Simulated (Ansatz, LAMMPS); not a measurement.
# Convergence of a linear-scaling basis for glassy 40SiO2-28Al2O3-16Li2O-16SrO (mol %) (85 atoms), part 2 of 2

Wanted: errors and times of a linear-scaling basis for glassy 40SiO2-28Al2O3-16Li2O-16SrO (mol %) (85 atoms). A setting counts as converged where the r.m.s. difference of forces stays under 1 % of the r.m.s. force.

Ansatz 0.2.0; Kohn-Sham DFT, PBE, PAW (set soft_2), plane waves.

The cell: 10 Si, 14 Al, 8 Li, 4 Sr and 49 O. The quench rate of 6 K/ps is many orders above laboratory rates. The starting topology of bonds comes from the classical model. The Brillouin zone is sampled at Γ only, in a cell whose shortest periodic width is 10 Å.

So far. Step 4 (Support functions low): Forces differ from the reference by 0.75 meV/Å r.m.s., 0.098 % of their size, well within a tolerance of 1 %; the energy by -4.5 meV/atom. It took roughly 6.6 times the reference's time (one timing each, with unlike analyses asked), in 12 cycles against 9.

## 5. Support functions medium

The cell is solved in localised support functions. Besides, the program derives a nominal cutoff of 464 eV for this run, against the reference's 420.

This step: Kohn-Sham DFT, PBE, PAW (set soft_2), localised support functions (medium) (Ansatz 0.2.0).

input.yaml

```yaml
crystal:
  lattice:
    - [10.1517, 0.0, 0.0]
    - [0.0, 10.1517, 0.0]
    - [0.0, 0.0, 10.1517]
  atoms:
    [... the 85 atom lines of step 3 ...]
kpoints:
  mp_grid: { grid: [1, 1, 1] }
hamiltonian:
  xc: pbe
scf:
  occupations: { method: fixed }
  eigensolver: { kind: { support_functions: { accuracy: medium } } }
  max_iter: 150
output:
  forces: true
  eigenvalues: true
```

Launch:

```
> ansatz run input.yaml --threads 4 --pin off --max-ram 8192MiB --backend cpu --events-out ev --progress --plain --runs-dir out
```

What it wrote:

```text
[...]
Warning: basis.ecutwfc = 464 eV, auto-derived: no grid that the accuracy of the support functions lays serves the files at the lower one that their records recommend; a deck with other species or settings can derive another value
[...]
Crystal: 85 atoms, lattice volume = 1046.204 Å³
Basis set: ecut = 464 eV, 23703 PW (Γ), exchange–correlation on 150×150×150 points (8 copies of the dense FFT grid, shifted against one another)
Bands: 264, of which v1, the nominal top of the filled ones, is band 220 counted from 1 (219 counted from 0)
Symmetry: 1 space group operations
k-points: 1
[...]
SCF iter   1: F=—  HF=-57605.249301 eV  |F-HF|=—  |Δ(HF+E_count)|=         —  Δρ=1.08e-1  dr2=1.38e2  ethr=1.00e-1
[...]
SCF iter  13: F=—  HF=-57612.053085 eV  |F-HF|=—  |Δ(HF+E_count)|=   1.30e-3  Δρ=1.26e-5  dr2=2.67e-6  ethr=2.42e-9  κ⁻¹=1.1e-5(r=7)
SCF iter  14: F=-57612.053085 eV  HF=-57612.053086 eV  |F-HF|=1.61e-7  |Δ(HF+E_count)|=   2.07e-7  Δρ=4.50e-6  dr2=3.84e-7  ethr=6.06e-10
SCF 1 converged in 14 iterations: F = -57612.069080 eV  dr2 = 3.84e-7
[...]
SCF converged after 14 iterations
[...]
Free energy (F): -57612.069080 eV
[...]
Internal energy: -57612.069080 eV  (E = F + TS)
E sigma→0 (E₀):  -57612.069080 eV
Fermi energy:    4.493440 eV
[...]
Σ components = -57612.069080   (vs F -57612.069080, Δ=0.00e0)
--- Forces (eV/Å), atoms counted from 1 ---
  atom   1  Si     0.35167998     1.00014393    -0.47539196
  atom   2  Si     0.39853800    -0.19487269     0.19111925
  atom   3  Si    -0.47278773     0.61852955     0.53978449
  atom   4  Si    -0.87077892    -0.21404573     1.27570186
[...]
atom  85  O     -0.53517301    -1.72498017    -0.04789446
  max |Σ_I F_I| component: 1.22e-3 eV/Å
--- Band table (eV) ---
[...]
```

Wall time 2.2 min (4 threads of Arm Neoverse V1, shared host); peak memory 3.4 GiB; 8.2 min of CPU time.

Keys that differ from the reference: support_functions.accuracy = "medium" and scf.max_iter = 150.

Forces differ from the reference by 0.67 meV/Å r.m.s., 0.087 % of their size, well within a tolerance of 1 %; the energy by -4.5 meV/atom. It took roughly 7.5 times the reference's time (one timing each, with unlike analyses asked), in 14 cycles against 9.

## 6. Support functions medium, radius 3.04 Å

The radius confines each support function; a larger one gives more freedom and more work per atom.

input.yaml, the sections that differ from step 5:

```yaml
scf:
  occupations: { method: fixed }
  eigensolver: { kind: { support_functions: { accuracy: medium, radius: 3.04 } } }
  max_iter: 150
# crystal, kpoints, hamiltonian, output: as in step 5
```

What it wrote:

```text
Warning: scf.eigensolver.kind.support_functions: disabling space-group detection — the functions' gradient is summed over unrotated k-points, so no spatial operation reduces the k-mesh or symmetrises the density; time reversal is kept, so that k and −k are solved as one point where they differ and the mesh holds both, and exact exchange and, on two spinor components, a DFT+U term hold to it where the run has them: [...]
Warning: basis.ecutwfc = 464 eV, auto-derived: no grid that the accuracy of the support functions lays serves the files at the lower one that their records recommend; a deck with other species or settings can derive another value
settings of this run that can trade accuracy for cost: scf.eigensolver.kind.support_functions [...]
Engine: ansatz 0.2.0, aarch64-unknown-linux-gnu
Pseudopotentials: kind: paw
Pseudopotential: Si, paw, valence charge 4, recommended cutoff 420 eV (normal), Si.paw.azcp
Pseudopotential: Al, paw, valence charge 3, recommended cutoff 420 eV (normal), Al.paw.azcp
Pseudopotential: Li, paw, valence charge 3, recommended cutoff 420 eV (normal), Li.paw.azcp
Pseudopotential: Sr, paw, valence charge 10, recommended cutoff 420 eV (normal), Sr.paw.azcp
Pseudopotential: O, paw, valence charge 6, recommended cutoff 420 eV (normal), O.paw.azcp
[... 5 lines on functional and potentials left out ...]
Error: SCF: the radius of support functions is under 3.40 Å, the least for these sites at the functions' level (scf.eigensolver.kind.support_functions.accuracy). Use scf.eigensolver.kind: auto, or type scf.eigensolver.kind.support_functions.radius at least as long, [...]
```

Wall time 8 s (4 threads); peak memory 0.32 GiB.

The program refuses radii under 3.40 Å for these atoms at this level.

## 7. Support functions medium, radius 3.47 Å

The radius confines each support function; a larger one gives more freedom and more work per atom. Besides, the program derives a nominal cutoff of 464 eV for this run, against the reference's 420.

input.yaml, the sections that differ from step 6:

```yaml
scf:
  occupations: { method: fixed }
  eigensolver: { kind: { support_functions: { accuracy: medium, radius: 3.47 } } }
  max_iter: 150
# crystal, kpoints, hamiltonian, output: as in step 6
```

What it wrote:

```text
[...]
Crystal: 85 atoms, lattice volume = 1046.204 Å³
Basis set: ecut = 464 eV, 23703 PW (Γ), exchange–correlation on 150×150×150 points (8 copies of the dense FFT grid, shifted against one another)
Bands: 264, of which v1, the nominal top of the filled ones, is band 220 counted from 1 (219 counted from 0)
Symmetry: 1 space group operations
k-points: 1
[...]
SCF iter   1: F=—  HF=-57604.614338 eV  |F-HF|=—  |Δ(HF+E_count)|=         —  Δρ=1.08e-1  dr2=1.38e2  ethr=1.00e-1
[...]
SCF iter  13: F=—  HF=-57612.047037 eV  |F-HF|=—  |Δ(HF+E_count)|=   1.75e-3  Δρ=1.27e-5  dr2=2.74e-6  ethr=2.45e-9  κ⁻¹=1.1e-5(r=7)
SCF iter  14: F=-57612.047037 eV  HF=-57612.047037 eV  |F-HF|=1.68e-7  |Δ(HF+E_count)|=   1.72e-7  Δρ=4.59e-6  dr2=4.00e-7  ethr=6.22e-10
SCF 1 converged in 14 iterations: F = -57612.069081 eV  dr2 = 4.00e-7
[...]
SCF converged after 14 iterations
[...]
Free energy (F): -57612.069081 eV
[...]
Internal energy: -57612.069081 eV  (E = F + TS)
E sigma→0 (E₀):  -57612.069081 eV
Fermi energy:    4.493460 eV
[...]
Σ components = -57612.069081   (vs F -57612.069081, Δ=0.00e0)
--- Forces (eV/Å), atoms counted from 1 ---
  atom   1  Si     0.35172250     1.00010276    -0.47540852
  atom   2  Si     0.39844664    -0.19466140     0.19087376
  atom   3  Si    -0.47300161     0.61892662     0.53975065
  atom   4  Si    -0.87063340    -0.21392867     1.27598280
[...]
atom  85  O     -0.53513712    -1.72496052    -0.04788704
  max |Σ_I F_I| component: 1.55e-3 eV/Å
--- Band table (eV) ---
[...]
```

Run time: 2 min. Hardware: 4 threads; peak memory 3.2 GiB.

Keys that differ from the reference: support_functions.accuracy = "medium", support_functions.radius = 3.47 and scf.max_iter = 150.

Forces differ from the reference by 0.70 meV/Å r.m.s., 0.092 % of their size, well within a tolerance of 1 %; the energy by -4.5 meV/atom. It took roughly 7.1 times the reference's time (one timing each, with unlike analyses asked), in 14 cycles against 9.

## 8. The ladder side by side

Differences are against the plane-wave reference (Kohn-Sham DFT, PBE, PAW (set soft_2), plane waves), whose r.m.s. force component is 0.764 eV/Å. Energies are set beside the reference only for runs with its functional, potentials and electron count. Times are for 4 threads of Arm Neoverse V1, shared host. The reference's time includes the DOS, ELF, the stress and grids, which some other runs skip.

| run | Δ force, r.m.s. (meV/Å) | share of r.m.s. force (%) | Δ energy (meV/atom) | Δ gap (eV) | cycles | time | host memory (GiB) |
| --- | --- | --- | --- | --- | --- | --- | --- |
| reference | - | - | - | - | 9 | 17 s | 1.3 |
| support functions low | 0.749 | 0.098 | -4.54 | 4.0e-4 | 12 | 1.9 min | 3.4 |
| support functions medium | 0.668 | 0.0874 | -4.54 | -2.0e-4 | 14 | 2.2 min | 3.4 |
| support functions medium, radius 3.47 Å | 0.705 | 0.0922 | -4.54 | -2.0e-4 | 14 | 2 min | 3.2 |

## 9. The reference in detail

With the settings judged, the reference run is read for its physics.

Neighbours are counted within 2.27 Å (O-Al), 2.08 Å (O-Si), 2.38 Å (O-Li), 3.38 Å (O-Sr).

Length of the force by element and coordination:

```
element  coordination  atoms  mean length of the force (eV/Å)  spread  least   most
     Al           all     14                            0.834   0.231  0.501   1.23
     Li           all      8                             0.55   0.347  0.170   1.31
     Li             3      4                            0.719   0.379  0.262   1.31
     Li             4      4                            0.381   0.202  0.170  0.644
      O           all     49                             1.44   0.563  0.371   3.14
      O             2      8                             1.30   0.369  0.722   1.84
      O             3     28                             1.42   0.599  0.371   3.14
      O             4     12                             1.59   0.568  0.782   2.80
      O             5      1                             1.13       0   1.13   1.13
     Si           all     10                             1.12   0.384  0.396   1.56
     Sr           all      4                             1.01   0.287  0.700   1.37
     Sr             6      1                             1.37       0   1.37   1.37
     Sr             7      1                             1.20       0   1.20   1.20
     Sr             8      2                            0.725  0.0252  0.700  0.751
```

Löwdin charges by element and coordination (they lack the spilled electrons, 0.058 e an atom on average):

| element | coordination | atoms | mean charge (e) | spread | least | most |
| --- | --- | --- | --- | --- | --- | --- |
| Al | all | 14 | 1.29 | 0.031 | 1.22 | 1.34 |
| Li | all | 8 | 0.814 | 0.014 | 0.797 | 0.843 |
| Li | 3 | 4 | 0.812 | 0.0182 | 0.797 | 0.843 |
| Li | 4 | 4 | 0.816 | 0.0074 | 0.805 | 0.826 |
| O | all | 49 | -0.898 | 0.0599 | -1.04 | -0.794 |
| O | 2 | 8 | -0.848 | 0.0117 | -0.862 | -0.826 |
| O | 3 | 28 | -0.888 | 0.057 | -1.04 | -0.794 |
| O | 4 | 12 | -0.948 | 0.0463 | -1.01 | -0.883 |
| O | 5 | 1 | -0.974 | 0 | -0.974 | -0.974 |
| Si | all | 10 | 1.69 | 0.0308 | 1.64 | 1.74 |
| Sr | all | 4 | 1.85 | 0.0137 | 1.83 | 1.87 |
| Sr | 6 | 1 | 1.85 | 0 | 1.85 | 1.85 |
| Sr | 7 | 1 | 1.83 | 0 | 1.83 | 1.83 |
| Sr | 8 | 2 | 1.86 | 0.0084 | 1.85 | 1.87 |

States in the cell by windows of 1 eV, zero at the Fermi level; the larger projections on atomic orbitals stand beside the total:

```csv
from (eV),to (eV),total,O p,O s,Sr p
-18,-17,39.0,0.3,29.8,1.0
-17,-16,25.2,0.2,16.3,5.0
-16,-15,16.6,0.2,2.0,13.9
-15,-14,4.0,0.1,0.5,3.4
-14,-9,0.0,0.0,0.0,0.0
-9,-8,6.0,4.1,0.3,0.0
-8,-7,9.1,6.4,0.5,0.0
-7,-6,17.8,13.4,0.5,0.0
-6,-5,26.7,20.8,0.6,0.0
-5,-4,34.6,28.0,0.9,0.0
-4,-3,51.4,44.1,1.2,0.1
-3,-2,55.5,51.0,0.7,0.1
-2,-1,60.7,57.5,0.3,0.1
-1,0,31.6,30.4,0.1,0.0
0,1,0.7,0.7,0.0,0.0
1,3,0.0,0.0,0.0,0.0
3,4,2.0,0.1,0.5,0.0
4,5,5.1,0.4,0.4,0.0
```

With fixed occupations the program's Fermi level is the highest filled level; weight inside the gap is the broadening of levels at its edges.

Between -26 and -18 eV lie 37 more states.

The levels nearest the highest filled one (over half full), pooled over k-points and spins:

```csv
level less the highest filled one (eV),occupation
-0.470,2
-0.395,2
-0.344,2
-0.237,2
-0.120,2
0,2
3.45,0
4.67,0
4.81,0
5.03,0
5.26,0
5.44,0
```

Electrostatic potential energy in the ac plane at fractional y = 0.115, with atoms of Si and Al and Li and O within 0.2 Å of it. With pseudopotentials it is smooth inside the atoms' cores, unlike the true potential.

Values in eV, 13 rows by 16 columns, each cell a mean:
```
  9   7   4   4   7   8   8   7   6   6   9  11  10  11  11  10
  8   5 -11 -13   6   7   7   4   0   1   7   4 -20   1  10  10
 10   9   6   6   9   9   8   5   2   3   7   3 -15  -7   7  11
 11  10  10  10  11   5   3   9   8   8   9   4  -9  -6   6  11
 10   9   9  10  10 -21 -25   6  11  11  10 -16 -17   7  10  11
  6   4   7   9   9   1  -1   9  10  11  10  -7  -9   7  10   9
 -8 -19   0   8  10  10   9  10  10  10   6  -6  -5  -5   7   8
 -1  -8   4   9  10  11  10   7   7   8   6  -6  -5  -5   7   8
  7   7   9  10  10  10   7 -10 -21  -8   2   6   3   7  10  10
 -3  -3   5   9   9   9   4 -20 -28 -16   7  10  10  10   7   6
 -7  -5  -4   8   9   9   8   2  -5   4  10  10  10  -8 -27 -12
 -6  -7   1   8   9   9  10  11  10  11  11  10   9   2 -11   0
  7   7   8   9   9   9  10  10  10  10  11  11  10  10  10   9
```
Columns run along a (10.2 Å; values clipped at the 3rd and 97th percentile), rows up along c (10.2 Å). Atoms in or near the plane, at fractional coordinates: Si at (0.52, 0.28), Al at (0.77, 0.45), Al at (0.06, 0.17), Li at (0.07, 0.47), O at (0.37, 0.64), O at (0.89, 0.16).

Valence density in the ac plane at fractional y = 0.115, with atoms of Si and Al and Li and O within 0.2 Å of it. It is the smooth field of the valence electrons, not physical close to the nuclei.

Values in e/Å³, 13 rows by 16 columns, each cell a mean:
```
0.0 0.1 0.5 0.5 0.1 0.0 0.0 0.1 0.1 0.0 0.0 0.2 0.4 0.2 0.0 0.0
0.0 0.3 1.5 1.6 0.3 0.0 0.0 0.1 0.3 0.2 0.1 0.8 2.5 1.0 0.1 0.0
0.1 0.1 0.4 0.4 0.1 0.1 0.1 0.1 0.2 0.1 0.1 0.5 1.2 0.6 0.2 0.1
0.0 0.0 0.0 0.0 0.1 0.7 0.8 0.2 0.0 0.0 0.1 0.4 0.5 0.3 0.1 0.1
0.0 0.0 0.0 0.0 0.3 3.5 4.3 0.6 0.0 0.0 0.3 2.7 2.7 0.4 0.1 0.0
0.0 0.0 0.0 0.0 0.1 0.9 1.1 0.2 0.0 0.0 0.2 1.6 1.6 0.3 0.0 0.0
0.9 3.0 0.1 0.0 0.0 0.1 0.1 0.1 0.1 0.0 0.1 0.2 0.1 0.1 0.1 0.1
0.4 1.1 0.1 0.0 0.0 0.1 0.2 0.4 0.2 0.2 0.3 0.2 0.1 0.1 0.2 0.1
0.1 0.1 0.1 0.0 0.0 0.1 0.2 0.5 0.3 0.6 0.9 0.4 0.1 0.1 0.1 0.1
0.1 0.1 0.2 0.1 0.0 0.1 0.2 0.3 0.2 0.4 0.3 0.1 0.1 0.2 0.5 0.3
0.2 0.1 0.2 0.1 0.0 0.0 0.1 0.3 0.6 0.3 0.1 0.0 0.1 1.9 5.2 1.6
0.2 0.1 0.1 0.0 0.0 0.0 0.0 0.1 0.3 0.2 0.0 0.0 0.1 0.9 2.4 0.8
0.1 0.2 0.1 0.1 0.0 0.0 0.0 0.0 0.0 0.0 0.0 0.0 0.0 0.1 0.1 0.1
```
Columns run along a (10.2 Å), rows up along c (10.2 Å). Atoms in or near the plane, at fractional coordinates: Si at (0.52, 0.28), Al at (0.77, 0.45), Al at (0.06, 0.17), Li at (0.07, 0.47), O at (0.37, 0.64), O at (0.89, 0.16).

Mean Löwdin charges: Al +1.29, Li +0.81, O -0.90, Si +1.69, Sr +1.85 e (they miss 1.1 % of the electrons, so they add up to more than the cell's charge).

## 10. Structure statistics

Bonds and neighbours are counted at the geometry of the runs.

Density 2.93 g/cm³, 12.31 Å³ an atom.

g(r), total and by pair (bins of 0.2 Å):

```csv
r (Å),total,O-O,O-Al,O-Si,O-Li,O-Sr,Al-Al
1.50,0.89,0.00,0.00,6.50,0.00,0.00,0.00
1.70,2.75,0.00,9.77,6.60,0.00,0.00,0.00
1.90,0.54,0.00,1.24,0.00,2.77,0.00,0.00
2.10,0.43,0.00,0.00,0.00,3.97,0.00,0.00
2.30,0.04,0.00,0.00,0.00,0.40,0.00,0.00
2.50,0.59,1.12,0.00,0.00,0.51,2.65,0.00
2.70,1.55,3.23,0.09,0.00,1.02,2.69,1.19
2.90,1.10,2.04,0.22,0.00,0.12,1.80,1.48
3.10,1.11,1.30,0.44,0.17,0.98,0.67,3.10
3.30,1.16,1.08,1.06,0.87,0.77,0.40,0.77
3.50,1.05,0.86,1.10,1.50,1.29,0.53,1.05
3.70,0.87,0.73,1.10,1.07,1.00,0.61,0.63
3.90,1.04,0.50,1.31,1.99,1.38,1.38,0.00
4.10,0.91,0.32,1.66,1.56,0.96,0.75,0.51
4.30,1.21,0.67,1.89,1.42,1.77,0.45,1.60
4.50,1.17,0.87,1.35,1.22,1.52,1.79,0.83
4.70,0.95,1.04,0.77,1.12,0.82,1.15,0.95
4.90,0.96,1.46,0.53,0.46,0.53,1.77,0.90
```

Bonds by pair of elements; cutoffs follow the first minimum of g(r), held within bounds set by covalent radii, and pairs that aren't listed don't count as bonded:

```csv
pair A-B,cutoff (Å),bonds,mean length (Å),spread (Å),shortest (Å),B about A,A about B
O-Al,2.27,56,1.76,0.046,1.66,1.14,4
O-Si,2.08,40,1.61,0.035,1.55,0.816,4
O-Li,2.38,28,2.05,0.096,1.91,0.571,3.5
O-Sr,3.38,29,2.76,0.216,2.48,0.592,7.25
```

How many atoms have how many bonded neighbours:

```csv
element,mean,2,3,4,5,6,7,8
Al,4,0,0,14,0,0,0,0
Li,3.5,0,4,4,0,0,0,0
O,3.12,8,28,12,1,0,0,0
Si,4,0,0,10,0,0,0,0
Sr,7.25,0,0,0,0,1,1,2
```

Oxygen atoms by the number of network formers (Si, P, Ge, B, Al, As, Ga) bound to them:

```
network formers bound to O  O atoms  per cent
                         0        0         0
                         1        5      10.2
                         2       41      83.7
                         3        3       6.1
```

Network units: each former by its oxygen neighbours and how many of them bridge to another former:

```csv
former,O neighbours,bridging O,atoms
Si,4,3,5
Si,4,4,5
Al,4,4,14
```

Rings of the network by King's shortest-path rule, up to 12 atoms, one path for each pair of neighbours; H, halogens, alkali and alkaline-earth atoms are left out:

| ring size (atoms) | rings | per network atom |
| --- | --- | --- |
| 4 | 1 | 0.014 |
| 8 | 9 | 0.123 |
| 10 | 9 | 0.123 |
| 12 | 13 | 0.178 |

First main peaks of g(r), for some of the pairs, lie near 2.7 Å (O-O), 1.8 Å (O-Al), 1.6 Å (O-Si), 2.0 Å (O-Li), 2.6 Å (O-Sr) and 3.0 Å (Al-Al). Counting bonds as in the table, all Al atoms have 4, 50 % of Li atoms have 3 and as many 4, 57 % of O atoms have 3 and all Si atoms have 4 bonded neighbours. 84 % of the oxygens bridge two formers and 10 % are non-bridging; 6 % join three. The commonest Al unit has 4 oxygens, 4 of them shared with other formers (14 of 14 atoms). Rings of 12 atoms are the most common (41 % of those counted); sizes run from 4 to 12, where the search stops.

Local excerpt of 15 atoms (numbers count through the whole input) about Li31, picked at random; x, y, z are measured from there.

```
atom      x      y      z  distance (Å)  bonds  Löwdin charge (e)     Fx     Fy  Fz (eV/Å)
Li31   0.00   0.00   0.00          0.00      4               0.82  -0.55  -0.06       0.32
 O80  -1.84  -0.47   0.29          1.92      4              -1.00   0.34   0.91      -1.12
 O62   1.17   1.56  -0.50          2.01      4              -0.91   0.58  -1.43       0.10
 O60   0.79  -1.61  -0.97          2.04      5              -0.97  -0.50   0.91      -0.45
 O56   0.41  -1.14   1.69          2.08      3              -0.90  -0.18  -0.05      -0.46
Li32   2.26  -0.11  -0.97          2.47      3               0.81   0.54  -0.24      -0.32
Al16   1.01  -2.32   0.62          2.61      4               1.30   0.35   0.24       0.27
Si10   0.39   1.91  -1.91          2.72      4               1.69   0.22   1.35      -0.31
 O68  -1.16   1.95  -1.56          2.75      3              -0.88  -1.76  -0.70       0.61
Al17   0.08   0.14   2.80          2.81      4               1.32  -0.06  -0.40      -0.52
Al24  -1.70  -2.21   0.58          2.85      4               1.33  -0.83  -0.06       0.49
Li28  -0.53  -0.86  -2.71          2.89      4               0.81  -0.26   0.07      -0.44
 O75   0.92   1.58   2.31          2.94      3              -0.93   0.15   0.59       0.63
Al15   1.61   2.36   0.96          3.02      4               1.22  -1.08   0.13      -0.03
 O52   0.72   0.71  -2.94          3.11      3              -0.88  -0.10  -1.86       0.39
```

## 11. Outcome

```json
{
  "free energy per atom": "-677.7845 eV/atom",
  "pressure": "5.733 GPa",
  "r.m.s. force component": "0.7644 eV/Å",
  "gap (highest filled to lowest empty level)": "3.449 eV",
  "wall time of the 4 DFT runs": "6.4 min"
}
```

Against plane waves at 420 eV, the forces differ by 0.67 meV/Å (0.087 %) with support functions medium. At 85 atoms the fastest of the runs at a preset level, support functions low, takes roughly 6.6 times the time of plane waves (whose run also made extra analyses), in 12 SCF cycles against 9. Differences between support functions and plane waves include what basis error the plane-wave run still has. The force difference hardly changes among these support-function runs, which points to the basis of the plane-wave reference as its main source.

Between filled and empty levels lie 3.45 eV (at Γ alone); a semilocal functional tends to put such gaps too low. In a disordered cell it changes from sample to sample, and tail or defect levels can set it. Counting bonds as in the table, all Al atoms have 4, 50 % of Li atoms have 3 and as many 4, 57 % of O atoms have 3 and all Si atoms have 4 bonded neighbours. 84 % of the oxygens bridge two formers and 10 % are non-bridging; 6 % join three.

What to keep in mind: The geometry was minimised with a classical potential and isn't relaxed at this level: its force components are 0.76 eV/Å r.m.s. The pressure of 5.7 GPa belongs to unrelaxed atoms and would change as they relax.

[Long decimals in the printed logs are rounded to 6 places.]

[Logs are printed without paths, hosts, clocks, repeated set-up lines and the standing remarks that a program may print on its own settings, such as how far it seeks lower states.]

[Hosts, paths, dates, database ids (printed as entryN), source tags and the programs' standing remarks are cut or masked in the printed files.]
